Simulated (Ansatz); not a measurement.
# Stack of 1T-TiO2 under Ti2NOS MXene, shifted by a third of the diagonal in a perpendicular field

Aim: how the stack of 1T-TiO2 under Ti2NOS MXene, shifted by a third of the diagonal screens a field along its normal, and what the field does to its bands. A positive field points along +c.

Method: plane-wave DFT, r2SCAN-D4, Ansatz PAW, in Ansatz 0.2.0.

**1. Set-up**

The cell holds 8 atoms: 3 O, 3 Ti, 1 S and 1 N. Cell: a = 3.009 Å, b = 3.009 Å, c = 52.437 Å, α = 90.0°, β = 90.0°, γ = 120.0°. Regions: layer 1: 1T-TiO2, 3 atoms (2 O and 1 Ti); layer 2: Ti2NOS MXene, 5 atoms (1 S, 2 Ti, 1 N and 1 O). Vacuum lies along c.

As a file:

```cif
data_structure
_symmetry_space_group_name_H-M 'P 1'
_symmetry_Int_Tables_number 1
_cell_length_a 3.0094
_cell_length_b 3.0094
_cell_length_c 52.4368
_cell_angle_alpha 90.000
_cell_angle_beta 90.000
_cell_angle_gamma 120.000
_cell_volume 411.26
loop_
_atom_site_label
_atom_site_type_symbol
_atom_site_fract_x
_atom_site_fract_y
_atom_site_fract_z
_atom_site_occupancy
O1 O 0.66667 0.33333 0.39762 1
Ti2 Ti 0.00000 0.00000 0.42109 1
O3 O 0.33333 0.66667 0.44456 1
S4 S 0.66667 0.33333 0.50082 1
Ti5 Ti 0.00000 0.00000 0.53462 1
N6 N 0.33333 0.66667 0.55741 1
Ti7 Ti 0.66667 0.33333 0.58020 1
O8 O 0.00000 0.00000 0.60238 1
```

**2. Relaxation**

The starting cell is a guess, so the in-plane lattice and the atoms are relaxed first, with the slab cut off from its images along the normal.

Contents of input.yaml:

```yaml
crystal:
  lattice:
    - [3.00937, 0.0, 0.0]
    - [-1.504685, 2.6061908694, 0.0]
    - [0.0, 0.0, 52.4368388822]
  atoms:
    - { symbol: O, position: [0.6666666667, 0.3333333333, 0.3976212229] }
    - { symbol: Ti, position: [0.0, 0.0, 0.4210893817] }
    - { symbol: O, position: [0.3333333333, 0.6666666667, 0.4445575405] }
    - { symbol: S, position: [0.6666666667, 0.3333333333, 0.5008156991] }
    - { symbol: Ti, position: [0.0, 0.0, 0.534621436], spin: 1.0 }
    - { symbol: "N", position: [0.3333333333, 0.6666666667, 0.5574119043] }
    - { symbol: Ti, position: [0.6666666667, 0.3333333333, 0.5802023725], spin: 1.0 }
    - { symbol: O, position: [0.0, 0.0, 0.6023787771] }
  periodic: [true, true, false]
magnetization:
  spin_polarized: true
kpoints:
  mp_grid: { grid: [12, 12, 1] }
hamiltonian:
  xc: r2scan
  dispersion: d4
scf:
  occupations: { method: fermi_dirac, width: 0.05 }
  convergence: { dr2_threshold: 1.0e-09 }
relax:
  f_tol: 0.004
  max_steps: 90
  cell: {}
output:
  write_potential: true
  write_density: true
  volumetric_format: npy
```

Run with:

```sh
$ ansatz run input.yaml --threads 4 --pin off --max-ram 12288MiB --backend cpu --events-out ev --progress --plain --runs-dir out
```

Numbers of over 12 decimals in the logs are rounded to 6 here.

Log:

```text
Warning: relax.cell: scf.convergence.dr2_threshold = 1e-9 eV is looser than the 1.86039378655e-10 eV advised for a relaxation that steers and ends on the stress (1e-10 eV for each atom of the cell: 8, times the square of relax.cell.stress_2d_tol = 0.05 N/m over 20.7 Å (the atoms' height at the walk's start and 5 Å past either face), 2.411e-2 GPa, over a crystal's default 0.05). What an SCF threshold leaves in a stress goes as its square root, and in the free energy as the threshold itself, and one threshold admits the most on a small cell: [figures from the program's tests cut] Set scf.convergence.dr2_threshold to 1.86039378655e-10 eV or tighter. [rest of the remark cut]
Engine: ansatz 0.2.0, aarch64-unknown-linux-gnu
Pseudopotentials: kind: paw
Pseudopotential: O, paw, valence charge 6, recommended cutoff 500 eV (meta_gga), O.paw.azcp
Pseudopotential: Ti, paw, valence charge 12, recommended cutoff 500 eV (meta_gga), Ti.paw.azcp
Pseudopotential: S, paw, valence charge 6, recommended cutoff 500 eV (meta_gga), S.paw.azcp
Pseudopotential: N, paw, valence charge 5, recommended cutoff 500 eV (meta_gga), N.paw.azcp
Functional definition: r2SCAN
  parameter k0 = 0.174
  parameter k1 = 0.065
  parameter a1 = 4.9479
  exchange = r2scan_x(k0 = k0, k1 = k1, a1 = a1)
  correlation = r2scan_c
Crystal: 8 atoms, lattice volume = 411.262 Å³
Basis set: ecut = 500 eV, 10667 PW (Γ), exchange–correlation on 96×96×1536 points (64 copies of the dense FFT grid, shifted against one another)
Bands: 42, of which v1, the nominal top of the filled ones, is band 33 counted from 1 (32 counted from 0)
Symmetry: 6 space group operations
Space group: P3m1 (ITA 156), of the structure as read, at distance tolerance 7.4e-5 Å
Magnetic group: BNS 156.49 (UNI 1279), of the structure as read, at distance tolerance 7.4e-5 Å
k-points: 19 of 144 (time reversal used)
Non-local potential: O, projectors of the file, l = 0: 2, l = 1: 2, l = 2: 1
Non-local potential: Ti, projectors of the file, l = 0: 3, l = 1: 2, l = 2: 3, l = 3: 1
Non-local potential: S, projectors of the file, l = 0: 2, l = 1: 2, l = 2: 2
Non-local potential: N, projectors of the file, l = 0: 2, l = 1: 2, l = 2: 1
PAW form: soft (Blöchl's): semilocal exchange-correlation on the pseudo side does not see the compensation charge
PAW frozen core: O, regenerated for the run's functional (the file was generated under x = pbe(κ = 0.804, μ = 0.219515), c = pbe(β = 0.066725))
PAW frozen core: Ti, regenerated for the run's functional (the file was generated under x = pbe(κ = 0.804, μ = 0.219515), c = pbe(β = 0.066725))
PAW frozen core: S, regenerated for the run's functional (the file was generated under x = pbe(κ = 0.804, μ = 0.219515), c = pbe(β = 0.066725))
PAW frozen core: N, regenerated for the run's functional (the file was generated under x = pbe(κ = 0.804, μ = 0.219515), c = pbe(β = 0.066725))
PAW one-centre angular grid: O, 302 points (default); XC on 160 Gauss nodes
PAW one-centre angular grid: Ti, 590 points (default); XC on 160 Gauss nodes
PAW one-centre angular grid: S, 302 points (default); XC on 160 Gauss nodes
PAW one-centre angular grid: N, 302 points (default); XC on 160 Gauss nodes
Starting moments: Σ|m| = 2 μB on 2 of 8 sites
Initial wavefunctions: pseudopotential atomic-orbital guess
Functional: x = r2scan, c = r2scan; τ floored in thin density (d = 2e-4 eV/Å³)
SCF iter   1: F=—  HF=-10528.817780 eV  |F-HF|=—  |Δ(HF+E_count)|=         —  Δρ=4.75e-2 (↑4.75e-2 ↓4.21e-2)  dr2=4.49e1  dr2_τ=6.79e-1  dr2_m=3.54e-1  M=0.898 μB ∫|m|=1.021 μB  β_m=0.54  ethr=3.10e-3  ⟨swp⟩=10.5  Hψ=10015  notcnv=0
Mixer restart at iter 1: flushing history
preconditioner: auto → Resta (q_TF=auto, 2.006 Å⁻¹)  ε∞=2.1  [insulator: Δε(μ)=0.170 eV  Ē_g=11.400 eV  σ=0.050 eV  W_gap=0.55  n_scr=32 (ndim 8)  ℏωp=11.7 eV  f_vac=0.734  D(μ)=1.46/eV (n_scr^D=12)  ε∞_Penn≈2.1  vacuum switching on, ρ_ref=9.4e-3 e/Å³]
spin=Collinear: Resta preconditioning applied to the charge; magnetization (m = ρ↑ − ρ↓) channel mixes plain (no charge-response kernel on spin).
SCF iter   2: F=—  HF=-10528.567364 eV  |F-HF|=—  |Δ(HF+E_count)|=   2.50e-1  Δρ=8.18e-2 (↑8.12e-2 ↓8.18e-2)  dr2=2.45e3  dr2_τ=2.39e0  dr2_m=2.22e-1  M=0.614 μB ∫|m|=0.831 μB  β_m=0.54  ethr=3.10e-3  ⟨swp⟩=5.1  Hψ=5233  notcnv=0  defer=113  κ⁻¹=1.0e0(r=1)
preconditioner: auto → LDOS  [metal: Δε(μ)=0.002 eV  Ē_g=8.951 eV  σ=0.050 eV  W_gap=0.01  n_scr=32 (ndim 8)  ℏωp=11.7 eV  f_vac=0.736  D(μ)=8.74/eV (n_scr^D=32)]
spin=Collinear: LDOS preconditioning applied to the charge; magnetization (m = ρ↑ − ρ↓) channel mixes plain (no charge-response kernel on spin).
SCF iter   3: F=—  HF=-10524.132523 eV  |F-HF|=—  |Δ(HF+E_count)|=    4.43e0  Δρ=3.25e-2 (↑3.25e-2 ↓3.05e-2)  dr2=2.43e1  dr2_τ=6.88e-2  dr2_m=8.36e-2  M=0.752 μB ∫|m|=0.923 μB  β_m=1.00  ethr=3.10e-3  ⟨swp⟩=5.2  Hψ=4709  notcnv=0  defer=69  κ⁻¹=5.2e-4(r=2)
SCF iter   4: F=—  HF=-10520.458859 eV  |F-HF|=—  |Δ(HF+E_count)|=    3.67e0  Δρ=1.80e-2 (↑1.80e-2 ↓1.80e-2)  dr2=1.25e1  dr2_τ=1.87e-1  dr2_m=2.11e-3  M=0.494 μB ∫|m|=0.744 μB  β_m=0.97  ethr=3.10e-3  ⟨swp⟩=5.2  Hψ=4760  notcnv=0  defer=86  κ⁻¹=3.6e-4(r=3)
SCF iter   5: F=—  HF=-10520.007822 eV  |F-HF|=—  |Δ(HF+E_count)|=   4.51e-1  Δρ=8.95e-3 (↑8.95e-3 ↓8.82e-3)  dr2=2.44e0  dr2_τ=9.97e-3  dr2_m=1.29e-3  M=0.525 μB ∫|m|=0.705 μB  β_m=0.99  ethr=3.10e-3  ⟨swp⟩=3.6  Hψ=3541  notcnv=0  defer=82  κ⁻¹=8.3e-5(r=4)
SCF iter   6: F=—  HF=-10519.888923 eV  |F-HF|=—  |Δ(HF+E_count)|=   1.19e-1  Δρ=5.15e-3 (↑5.15e-3 ↓5.10e-3)  dr2=4.66e-1  dr2_τ=8.30e-3  dr2_m=9.72e-4  M=0.399 μB ∫|m|=0.553 μB  β_m=1.00  ethr=3.10e-3  ⟨swp⟩=3.6  Hψ=2632  notcnv=0  defer=44  κ⁻¹=4.5e-5(r=5)
SCF iter   7: F=—  HF=-10519.934138 eV  |F-HF|=—  |Δ(HF+E_count)|=         —  Δρ=3.89e-3 (↑3.89e-3 ↓3.41e-3)  dr2=3.56e-1  dr2_τ=2.99e-3  dr2_m=1.52e-2  M=0.197 μB ∫|m|=0.299 μB  β_m=0.53  ethr=7.17e-4  ⟨swp⟩=2.8  Hψ=2922  notcnv=0  defer=44  κ⁻¹=4.5e-5(r=5)
SCF iter   8: F=—  HF=-10519.906782 eV  |F-HF|=—  |Δ(HF+E_count)|=   2.74e-2  Δρ=2.26e-3 (↑2.26e-3 ↓1.85e-3)  dr2=4.11e-2  dr2_τ=5.88e-4  dr2_m=6.19e-3  M=0.135 μB ∫|m|=0.223 μB  β_m=0.64  ethr=5.47e-4  ⟨swp⟩=2.3  Hψ=2374  notcnv=0  defer=57  κ⁻¹=6.7e-6(r=6)
SCF iter   9: F=—  HF=-10519.914535 eV  |F-HF|=—  |Δ(HF+E_count)|=   7.75e-3  Δρ=1.84e-3 (↑1.84e-3 ↓1.46e-3)  dr2=5.07e-1  dr2_τ=5.51e-4  dr2_m=2.35e-3  M=0.063 μB ∫|m|=0.128 μB  β_m=0.55  ethr=6.33e-5  ⟨swp⟩=3.1  Hψ=3307  notcnv=0  defer=62  κ⁻¹=5.9e-7(r=7)
[...]
SCF iter   2: F=—  HF=-10522.105891 eV  |F-HF|=—  |Δ(HF+E_count)|=   3.41e-4  Δρ=2.12e-5 (↑2.12e-5 ↓2.12e-5)  dr2=3.57e-7  dr2_τ=1.26e-5  dr2_m=2.08e-12  M=-0.000 μB ∫|m|=0.000 μB  β_m=0.52  ethr=9.76e-10  ⟨swp⟩=4.1  Hψ=4160  notcnv=0  κ⁻¹=1.0e0(r=1)
SCF iter   3: F=—  HF=-10522.105997 eV  |F-HF|=—  |Δ(HF+E_count)|=   1.06e-4  Δρ=1.83e-5 (↑1.83e-5 ↓1.83e-5)  dr2=1.57e-7  dr2_τ=7.40e-6  dr2_m=1.40e-12  M=-0.000 μB ∫|m|=0.000 μB  β_m=0.50  ethr=5.50e-10  ⟨swp⟩=3.1  Hψ=2937  notcnv=0  κ⁻¹=5.2e-2(r=2)
SCF iter   4: F=—  HF=-10522.106172 eV  |F-HF|=—  |Δ(HF+E_count)|=   1.75e-4  Δρ=1.22e-5 (↑1.22e-5 ↓1.22e-5)  dr2=1.19e-7  dr2_τ=1.75e-6  dr2_m=5.07e-13  M=-0.000 μB ∫|m|=0.000 μB  β_m=0.47  ethr=2.41e-10  ⟨swp⟩=4.0  Hψ=3715  notcnv=0  κ⁻¹=4.1e-2(r=3)
SCF iter   5: F=—  HF=-10522.106395 eV  |F-HF|=—  |Δ(HF+E_count)|=   2.23e-4  Δρ=4.16e-6 (↑4.16e-6 ↓4.16e-6)  dr2=1.21e-8  dr2_τ=3.63e-8  dr2_m=1.06e-13  M=-0.000 μB ∫|m|=0.000 μB  β_m=0.38  ethr=1.83e-10  ⟨swp⟩=4.1  Hψ=4015  notcnv=0  κ⁻¹=1.2e-2(r=4)
SCF iter   6: F=—  HF=-10522.106430 eV  |F-HF|=—  |Δ(HF+E_count)|=   3.43e-5  Δρ=2.06e-6 (↑2.06e-6 ↓2.06e-6)  dr2=5.48e-9  dr2_τ=6.12e-9  dr2_m=7.21e-14  M=-0.000 μB ∫|m|=0.000 μB  β_m=0.96  ethr=1.87e-11  ⟨swp⟩=4.5  Hψ=4371  notcnv=0  κ⁻¹=7.4e-4(r=5)
SCF iter   7: F=—  HF=-10522.106443 eV  |F-HF|=—  |Δ(HF+E_count)|=   1.36e-5  Δρ=6.79e-7 (↑6.79e-7 ↓6.79e-7)  dr2=1.35e-9  dr2_τ=5.96e-10  dr2_m=6.43e-15  M=-0.000 μB ∫|m|=0.000 μB  β_m=0.30  ethr=8.44e-12  ⟨swp⟩=4.4  Hψ=4138  notcnv=0  κ⁻¹=1.1e-4(r=6)
SCF iter   8: F=—  HF=-10522.106447 eV  |F-HF|=—  |Δ(HF+E_count)|=   3.14e-6  Δρ=1.69e-7 (↑1.69e-7 ↓1.69e-7)  dr2=2.33e-10  dr2_τ=1.97e-11  dr2_m=1.18e-14  M=0.000 μB ∫|m|=0.000 μB  β_m=0.30  ethr=2.07e-12  ⟨swp⟩=4.3  Hψ=4043  notcnv=0  κ⁻¹=1.6e-5(r=7)
SCF iter   9: F=-10522.106447 eV  HF=-10522.106447 eV  |F-HF|=4.05e-9  |Δ(HF+E_count)|=   8.07e-8  Δρ=1.02e-7 (↑1.02e-7 ↓1.02e-7)  dr2=2.84e-10  dr2_τ=1.25e-12  dr2_m=9.15e-15  M=0.000 μB ∫|m|=0.000 μB  ethr=1.00e-12  ⟨swp⟩=11.1  Hψ=12117  notcnv=0
the starting moments were not kept: the SCF closed with an absolute magnetisation of 5.3e-8 μB, where they sum to 2 μB in size (2 sites). That is at most 0.1 of that sum. Measured as dr2_m measures the in/out step, that magnetisation stands 2.8e-16 eV from none, at or under the dr2_threshold of 1.0e-9 eV: it is no larger than a step whose dr2_m would equal this threshold.
SCF 9 converged in 9 iterations: F = -10522.106447 eV  dr2 = 2.84e-10
relax step   9: F+E_penalty+E_count = -10522.10644660 eV  Δ(F+E_penalty+E_count) = -6.857e-4 eV  max|allowed force component| = 3.617e-3 eV/Å  Δτ_max = 0.0000 Å  P = +0.007 N/m  Ω = 416.925 Å³  fix = [c, alpha, beta]  reactions: c +0.000 N/m  stress off target by 6.88e-3 N/m on what of the cell is left free  SCF on the basis re-selected at this cell (its energy is not comparable with the rows above)  (9 SCF iters)
basis re-selected at this cell: Δ(F+E_penalty+E_count) = -6.857e-4 eV, ΔP = -0.000 N/m vs the last step (what re-selecting the basis moved, of the pressure what is left beyond the Pulay correction that the steps carried, after the strain that the cell walked since its last selection, with what the two solves' SCF thresholds leave and, on support functions, any second-order correction that the steps lacked; it is no m [...]
WARN: The output density's exchange-correlation potential varies sharply where the density is thin. Do not read a vacuum level from v_tot or v_xc, or from such a field of the output density. On a cell that repeats whose density bears no net charge and no dipole along the vacuum's axis use v_es (v_loc + v_h of the components); under efield.dipole_correction with no amplitude use v_es + v_field, which holds any externa [...]
SCF converged after 9 iterations
Stability not checked: this state was not tested for a lower state beside it, because the mixer in use, unlike msr1, does not test its closes by its own steps (another_mixer; see scf.mixing.algorithm and scf.lower_state_search)
Magnetization: 0.0000 μB (32.5000 up, 32.5000 down)
Absolute magnetization: 0.0000 μB (∫|ρ↑−ρ↓|, with the PAW one-centre terms)
Spin contamination: 0.0000 ħ² per cell (⟨S²⟩ above its minimum at these occupations)
Per-site moments (μB) at R_I (Å): [(5.852506291591941e-9, 0.817119), (-6.361503447812429e-9, 0.817119), (5.248795715806844e-9, 0.817392), (-3.7226374938424492e-9, 0.968547), (7.824259304458603e-10, 0.879423), (4.916206075165647e-10, 0.879423), (4.281715407555569e-9, 0.812434), (-5.141440472157285e-10, 0.812434)]
Free energy (F): -10522.106447 eV
Harris-Foulkes:  -10522.106447 eV  (|F-HF|=4.05e-9)
Internal energy: -10522.091326 eV  (E = F + TS)
E sigma→0 (E₀):  -10522.098886 eV
Entropy (-TS):   -0.015120 eV (-1.890 meV/atom)
Fermi energy:    -5.630157 eV
--- Per-component energies (eV) ---
  E_band       = -1701.243751
  E_kinetic    = 1589.885459
  E_local      = -442930.485901  (includes V_loc(G=0)·N_el)
  E_nonlocal   = 226.258645
  E_hartree    = 220462.607916
  E_xc         = -656.313151
  E_vxc        = -903.486180  (∫ρ·V_xc dr)
  E_paw        = -4382.751281  (= ΣΔE_a)
  E_vpaw       = -666.498296  (= ΣTr[D̂ρ^β])
  E_aug_tail   = 0.003557  (compensation charges beyond the density's cutoff)
  E_vtau       = 57.860798  (kinetic-family band-sum trace: ∫τ·v_τ [+ j·A + Jᵃ·Aᵃ] dr)
  E_ewald      = 215170.313239
  E_disp       = -0.614284  (pairwise vdW)
  E_core_change = -0.995526  (= ΣΔE_core)
  E_smearing   = -0.015120  (= −TS)
  E_closure    = -0.000000  (closes the sum)
  Σ components = -10522.106447   (vs F -10522.106447, Δ=0.00e0)
--- Forces (eV/Å), atoms counted from 1 ---
  atom   1  O      0.00000000     0.00000000     0.00016135
  atom   2  Ti     0.00000000     0.00000000    -0.00010362
  atom   3  O     -0.00000000    -0.00000000    -0.00064486
  atom   4  S     -0.00000000     0.00000000     0.00009691
  atom   5  Ti    -0.00000000    -0.00000000    -0.00068982
  atom   6  N      0.00000000    -0.00000000    -0.00088424
  atom   7  Ti    -0.00000000    -0.00000000    -0.00151237
  atom   8  O      0.00000000    -0.00000000     0.00362333
  max |Σ_I F_I| component: 4.67e-5 eV/Å
--- 2D stress c σ (N/m, compression-positive) ---
        0.006884       0.000000      -0.000000
        0.000000       0.006884       0.000000
       -0.000000       0.000000       0.000000
  P = ½ c Tr σ = 0.0069 N/m
--- Band table (eV; the first three rows and the last of 38) ---
  k-point 0 ↑: bands = [... 29 lower, -8.1444, -5.8696, -5.8696, -5.5089, -5.5089, -5.4822, -5.4822, -5.1025, ... 5 higher]
  k-point 1 ↑: bands = [... 29 lower, -8.1021, -6.5125, -6.2458, -5.4590, -5.3723, -5.3240, -5.1098, -4.8121, ... 5 higher]
  k-point 2 ↑: bands = [... 29 lower, -8.4585, -7.2734, -6.6096, -5.7351, -5.1729, -4.9767, -4.8175, -4.4608, ... 5 higher]
  k-point 18 ↓: bands = [... 29 lower, -9.6576, -9.5010, -8.7016, -5.3649, -4.7821, -4.7782, -4.2266, -4.2110, ... 5 higher]
  the weakly bound empty levels are not read free of the cell's end (no_gap_told)
--- Relaxed structure (8 steps of the walk, 8 accepted, 1 SCFs on fresh bases) ---
  F+E_penalty+E_count = -10522.10644660 eV   max|allowed force component| = 3.617e-3 eV/Å   (the final SCF, on the basis selected at the relaxed cell)
  cell:  # Å, volume = 416.9252 Å³
    - [3.030020, 0.0, 0]
    - [-1.515010, 2.624074, 0]
    - [0, 0, 52.4368388822]
  atoms:
    - { symbol: O, position: [0.666667, 0.333333, 0.409022] }
    - { symbol: Ti, position: [2.464065784329502e-17, -9.251858538489108e-17, 0.426745] }
    - { symbol: O, position: [0.333333, 0.666667, 0.444494] }
    - { symbol: S, position: [0.666667, 0.333333, 0.500938] }
    - { symbol: Ti, position: [1.2424594646166584e-17, -9.251858538489274e-17, 0.530804] }
    - { symbol: N, position: [0.333333, 0.666667, 0.554042] }
    - { symbol: Ti, position: [0.666667, 0.333333, 0.577699] }
    - { symbol: O, position: [7.772197813010855e-18, -9.251858538489195e-17, 0.594954] }
```

Run time: 9.1 min. Hardware: 4 threads of Arm Neoverse V1, shared host; peak memory 2 GiB.

The steps of the relaxation:

```tsv
step	energy less that of the first step (eV)	largest force component (eV/Å)	volume (Å³)
1	0.0000	4.7766	411.26
2	-1.8327	2.0061	412.78
3	-2.1510	0.6174	415.12
4	-2.1930	0.1293	416.74
5	-2.1944	0.0767	416.69
6	-2.1954	0.0091	416.84
7	-2.1954	0.0183	416.92
8	-2.1954	0.0037	416.93
9*	-2.1961	0.0036	416.93
```

Relaxation steps marked * repeat the geometry before them on a plane-wave basis chosen anew for their cell, so energy and pressure can jump there.

The run keeps the 6 symmetry operations that it works with, so distortions that break them were not tested.

```tsv
cell as run	before	after	change
a (Å)	3.009	3.030	+0.7 %
b (Å)	3.009	3.030	+0.7 %
```

The atoms that moved most (Å, along periodic axes as changes of fractional coordinates times the final cell, across vacuum about the mean position):

```tsv
atom	dx	dy	dz	length
O1	0.000	0.000	0.598	0.598
O8	0.000	0.000	-0.389	0.389
Ti2	0.000	0.000	0.297	0.297
Ti5	0.000	0.000	-0.200	0.200
N6	0.000	0.000	-0.177	0.177
Ti7	0.000	0.000	-0.131	0.131
S4	0.000	0.000	0.006	0.006
```

Numbers from this step:

```
energy at zero smearing : -10522.0989 eV
```

The lattice constant a goes from 3.009 to 3.030 Å.

[end of part 1 of 3]

[Logs are printed without paths, hosts, clocks, repeated set-up lines and the standing remarks that a program may print on its own settings, such as how far it seeks lower states.]

[Hosts, paths, dates, database ids (printed as entryN), source tags and the programs' standing remarks are cut or masked in the printed files.]

[Maps of the electrostatic potential energy from Ansatz leave out the sawtooth potential of an applied field or a dipole correction, so their vacuum need not be flat; planar profiles and work functions include it.]
